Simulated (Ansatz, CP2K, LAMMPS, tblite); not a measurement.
# Running liquid mixture of tetramethylsilane and dimethyl sulfoxide at 300 K (95 atoms) with tblite

Aim: run liquid mixture of tetramethylsilane and dimethyl sulfoxide at 300 K (95 atoms) in tblite and see how near its forces come to a plane-wave reference, and at what cost.

Program: tblite 0.8.0. Level of theory: the method is named at each step. Results are calculated unless marked as measured.

### 1. Starting point

The cell holds 95 atoms: 22 C, 5 Si, 66 H, 1 S and 1 O. Cell: a = 10.756 Å, b = 10.756 Å, c = 10.756 Å, α = 90.0°, β = 90.0°, γ = 90.0°. 5 tetramethylsilane, 1 dimethyl sulfoxide placed at random, at 0.693 g/cm³; overlaps pushed apart, then 10 ps at 450 K with MMFF94 bonds, angles, torsions, charges and radii (Halgren, J. Comput. Chem. 17, 490 (1996)) in harmonic and 12-6 forms. Snapshot after 20 ps at 300 K and fixed volume.

The yardstick, on the same geometry:

| Property | Result |
| --- | --- |
| method | Kohn-Sham DFT, PBE, PAW, plane waves (Ansatz 0.2.0); cutoff 420 eV, Γ point, fermi-dirac smearing of 0.05 eV; PAW set soft_2 |
| r.m.s. force component | 0.7109 eV/Å |
| longest force | 3.594 eV/Å |
| pressure | 3.049 GPa |
| gap (highest filled to lowest empty level) | 4.199 eV |
| SCF cycles | 9 |
| time | 6.8 s on 4 threads of Arm Neoverse V2, shared host |
| CPU time | 26 s |

### 2. GFN2-xTB

Method: GFN2-xTB tight binding, diagonalisation.

run.py reads:

```python
import numpy as np
from ase.io import read
from tblite.ase import TBLite

atoms = read("structure.xyz")
atoms.calc = TBLite(method="GFN2-xTB", electronic_temperature=580, accuracy=1.0, max_iterations=250, mixer_damping=0.4, verbosity=1)
energy = atoms.get_potential_energy()
forces = atoms.get_forces()
print(f"energy {energy:.6f} eV")
print("forces (eV/A)")
for i, (a, f) in enumerate(zip(atoms, forces)):
    print(f"{i:4d} {a.symbol:2s} {f[0]:10.5f} {f[1]:10.5f} {f[2]:10.5f}")
stress = -atoms.get_stress(voigt=False) * 160.21766
print("stress (GPa, compression positive)")
for row in stress:
    print(" ".join(f"{x:10.4f}" for x in row))
print("charges (e)")
print(np.array2string(atoms.get_charges(), precision=4, suppress_small=True, max_line_width=110, threshold=100000))
```

structure.xyz reads:

```xyz
95
Lattice="10.75553 0.00000 0.00000 0.00000 10.75553 0.00000 0.00000 0.00000 10.75553" Properties=species:S:1:pos:R:3 pbc="T T T"
C 0.45872 9.97382 9.33429
Si 1.39467 9.86024 0.17220
C 0.58994 8.67982 1.32540
C 3.20665 9.54295 10.56107
C 1.29131 0.63963 1.03189
H 0.13466 9.08455 8.76414
H 1.20193 10.47761 8.71908
H 10.36532 10.63313 9.39044
H 0.57080 7.69408 0.93509
H 10.32327 8.94570 1.62538
H 1.28055 8.47138 2.18972
H 3.49017 8.46191 10.60893
H 3.50792 9.79861 9.53876
H 3.92706 10.00641 0.47314
H 1.89061 0.76278 1.96020
H 1.76735 1.39800 0.37182
H 0.25222 0.85291 1.41951
C 2.96164 5.42681 1.09459
Si 4.76341 5.68914 1.16590
C 5.08382 7.07854 2.25812
C 5.50887 4.22746 2.02527
C 5.57384 5.93867 10.31886
H 2.75610 4.71576 0.32998
H 2.50292 6.33382 0.74116
H 2.36148 5.11210 1.93288
H 4.46860 7.97469 1.99892
H 6.15163 7.35259 2.23059
H 4.78427 6.87171 3.32432
H 5.07381 4.04429 2.98982
H 5.38304 3.30173 1.44544
H 6.54850 4.38901 2.22306
H 5.09963 5.24397 9.62857
H 5.38540 6.93205 9.94736
H 6.63100 5.81465 10.28745
C 3.26452 1.54224 4.23262
Si 1.65356 2.20123 4.88150
C 0.52659 0.83086 4.38869
C 1.64248 2.42473 6.69188
C 1.24162 3.77820 4.12959
H 3.54857 0.59758 4.51883
H 4.13303 2.17531 4.54131
H 3.33830 1.57472 3.11609
H 1.13525 0.00129 3.94932
H 10.49923 1.03909 3.62311
H 0.00710 0.41613 5.26365
H 0.79279 3.05479 6.93882
H 1.70013 1.49964 7.23223
H 2.41752 3.09114 7.09273
H 0.83743 3.62246 3.08028
H 0.46701 4.32749 4.71286
H 2.16552 4.35513 4.17142
C 4.61595 8.61496 7.02960
Si 3.65710 7.10973 6.56195
C 2.53701 6.66886 7.95232
C 2.51808 7.65987 5.35529
C 4.76104 5.74797 6.01589
[... 35 atom lines left out ...]
H 8.84739 6.94452 9.63545
H 7.93995 8.13591 7.60502
H 9.49810 7.83250 6.64283
H 7.94984 7.38787 5.91242
```

Command:

```console
> OMP_NUM_THREADS=1 python run.py > output.txt
```

Log:

```text
------------------------------------------------------------
  cycle        total energy    energy error   density error
------------------------------------------------------------
      1     -95.00520494732  -9.6543699E+01   1.4263861E-01
      2     -96.04787990317  -1.0426750E+00   7.4268898E-02
      3     -96.38413107046  -3.3625117E-01   4.1175552E-02
      4     -96.40985473258  -2.5723662E-02   1.7043847E-02
      5     -96.42079351493  -1.0938782E-02   6.5382895E-03
      6     -96.42090744988  -1.1393495E-04   2.7521342E-03
      7     -96.42095603186  -4.8581972E-05   1.0635111E-03
      8     -96.42096878545  -1.2753598E-05   6.5199432E-04
      9     -96.42097933846  -1.0553007E-05   2.3774381E-04
     10     -96.42098015329  -8.1483348E-07   1.3320425E-04
     11     -96.42098018895  -3.5654566E-08   5.5002561E-05
     12     -96.42098021740  -2.8450330E-08   2.5411385E-05
     13     -96.42098022139  -3.9904222E-09   9.0258287E-06
------------------------------------------------------------
 total:                                   3.974 sec
energy -2623.748514 eV
forces (eV/A)
   0 C    -0.10841   -0.07314   -1.55961
   1 Si    0.56912   -2.73639   -0.95805
   2 C     0.34929   -1.38603    1.78874
   3 C     1.42749   -1.50651   -0.58657
   4 C     0.04640    4.22924    2.51751
   5 H     0.29956    0.28399    0.59754
   6 H    -0.25709    0.13645   -0.59942
   7 H    -0.27632    0.14550    0.06395
   8 H    -0.51197   -0.96806   -0.79680
   9 H     0.62571   -0.05113    0.18000
  10 H    -0.97611    0.79939   -0.21575
  11 H    -0.49967    0.58036    0.07123
  12 H    -0.23009    0.27865    0.23362
  13 H    -0.23142    0.32327    0.11115
  14 H    -0.21106   -0.55557   -0.58610
  15 H    -1.09296    0.20724    0.43282
  16 H     1.03867    0.34557   -1.01872
  17 C    -1.87173    0.09351   -0.54004
  18 Si    0.03985   -1.47974    1.06889
  19 C    -0.01729    2.88579    2.39019
  20 C     0.17679   -1.34829    0.01349
  21 C    -0.08254    0.21042   -1.94696
  22 H    -0.26394   -0.76893   -0.71855
  23 H    -0.33705    0.52805   -0.14067
[...]
87 C    -1.70539    0.96739   -1.03717
  88 O    -0.53789   -0.00808    0.04029
  89 H     0.02059   -0.08943   -0.40112
  90 H    -0.51773   -1.00047    0.45767
  91 H    -0.95803    0.56309    0.66659
  92 H     0.77515   -0.74981   -0.80612
  93 H     0.27583    0.26374    0.20838
  94 H     0.56789    0.08419    1.36683
stress (GPa, compression positive)
    2.2744    -0.0069     0.3454
   -0.0069     3.8892    -0.4954
    0.3454    -0.4954     2.9690
charges (e)
[-0.1729  0.4584 -0.1776 -0.1686 -0.1789  0.0102  0.0124  0.0273  0.0159  0.0262  0.0153  0.0103  0.0229
  0.0216  0.0352  0.0155  0.0229 -0.1852  0.46   -0.1732 -0.181  -0.1779  0.0175  0.0174  0.0434  0.015
  0.0139  0.0146  0.0243  0.0121  0.0187  0.0251  0.0199  0.0306 -0.1743  0.4589 -0.1737 -0.1765 -0.1725
  0.028   0.0019  0.0113  0.019   0.0175  0.0164  0.0398  0.0177  0.0155  0.0168  0.039   0.0223 -0.1677
  0.4589 -0.1765 -0.1792 -0.1741  0.0058  0.0166  0.0137  0.0138  0.0327  0.0205  0.0182  0.0271  0.0214
  0.0234  0.0262  0.023  -0.1825  0.4569 -0.18   -0.1782 -0.1718  0.0174  0.0153  0.0218  0.0385  0.0257
  0.0148  0.0161  0.0215  0.0252  0.0197  0.0227  0.0185 -0.0864  0.3132 -0.08   -0.4847  0.0627  0.0585
  0.0471  0.0497  0.0684  0.0479]
```

Elapsed: 4.5 s, on 1 thread of Arm Neoverse V2, shared host; peak memory 0.16 GiB.

Banners, paths, timers and routine set-up lines are dropped from the logs unmarked, and long logs keep their key lines alone; longer cuts are marked.

Compared with the plane-wave run:

| Property | Result |
| --- | --- |
| r.m.s. force component | 0.9118 eV/Å |
| r.m.s. difference of force components | 411.5 meV/Å |
| longest difference of force vectors | 2049 meV/Å |
| force difference over r.m.s. force | 57.88 % |
| slope of forces against the reference's | 1.155 |
| correlation of force components | 0.9005 |
| pressure | 3.044 GPa |
| pressure difference | -0.005 GPa |

Length of the force difference by element (eV/Å):

```
element  atoms  mean  most
      C     22   1.1   2.0
      H     66  0.36  0.50
      O      1   1.9   1.9
      S      1   1.8   1.8
     Si      5  0.87   1.5
```

The surroundings of H84, picked at random, nearest first, numbered as they follow in the input and with coordinates relative to it.

```
atom      x      y      z  distance (Å)  bonds  Mulliken charge (e)     Fx     Fy  Fz (eV/Å)
 H84   0.00   0.00   0.00          0.00      1                 0.02   0.05   0.63       0.30
 C73   0.75   0.43   0.69          1.10      4                -0.17  -1.82   2.37      -0.47
 H85   0.26   0.78   1.62          1.82      1                 0.02   0.12  -0.59      -0.57
 H83   1.18   1.38   0.26          1.83      1                 0.02  -0.57  -0.89      -0.03
Si70   2.10  -0.75   0.91          2.41      4                 0.46   0.83   0.09      -0.15
 H78   2.12  -1.75  -1.34          3.06      1                 0.03  -0.64   0.02      -0.67
 C71   2.82  -1.30  -0.68          3.18      4                -0.18   1.54  -0.91      -0.62
 H48  -3.02   0.90  -0.42          3.18      1                 0.02   0.49  -0.44      -0.31
 H41  -1.31  -0.01  -2.98          3.25      1                 0.00  -0.55  -0.17      -0.07
 H80   1.21  -2.90   1.02          3.30      1                 0.02   0.45  -0.18       1.29
 C72   1.63  -2.25   1.83          3.33      4                -0.18  -0.55  -1.87       0.23
 H82   0.84  -2.02   2.52          3.33      1                 0.03  -0.42  -0.21       0.32
 H68  -1.24   2.63  -1.71          3.37      1                 0.02   0.43   0.57       0.21
 H67   0.12   3.33  -0.82          3.43      1                 0.03   0.10  -0.10       0.13
```

Atoms are counted from 1 here, from 0 in the log.

Forces lie 58 % from the reference's, at 0.18 times its CPU time (on 1 against 4 cores).

### 3. Summary of results

- force difference from the reference: tblite GFN2-xTB, 58 %
- its CPU time: 4.5 s

What this shows: Tight binding differs by 58 % (tblite GFN2-xTB); it is another model, with fitted parameters of its own, and the xTB methods hold dispersion. One electronic-structure run takes under half the reference's CPU time: tblite GFN2-xTB, at 58 % in 4.5 s against 26 s. Periodic xTB results under one method name differ between programs and library versions. The network of contacts between molecules at the start is that of the classical potential that made the cell, and needn't be the one that DFT or experiment would give. The reference's PBE has no dispersion term, which matters for the binding between molecules or layers. The density was typed from a rule of thumb and may lie off the real one at this temperature. The electronic-structure runs sample only Γ, in a cell whose shortest periodic width is 11 Å.

[Also dropped from logs without a mark: logging warnings of Python, and SIESTA's first energy breakdown and zero terms.]

[Logs are printed without paths, hosts, clocks, repeated set-up lines and the standing remarks that a program may print on its own settings, such as how far it seeks lower states.]

[Hosts, paths, dates, database ids (printed as entryN), source tags and the programs' standing remarks are cut or masked in the printed files.]

[The MMFF94 radii named for the starting cell were scaled by 0.96; in molecules described by MMFF94, hydrogen bound to N, O or S took a small fixed 12-6 site in their place.]
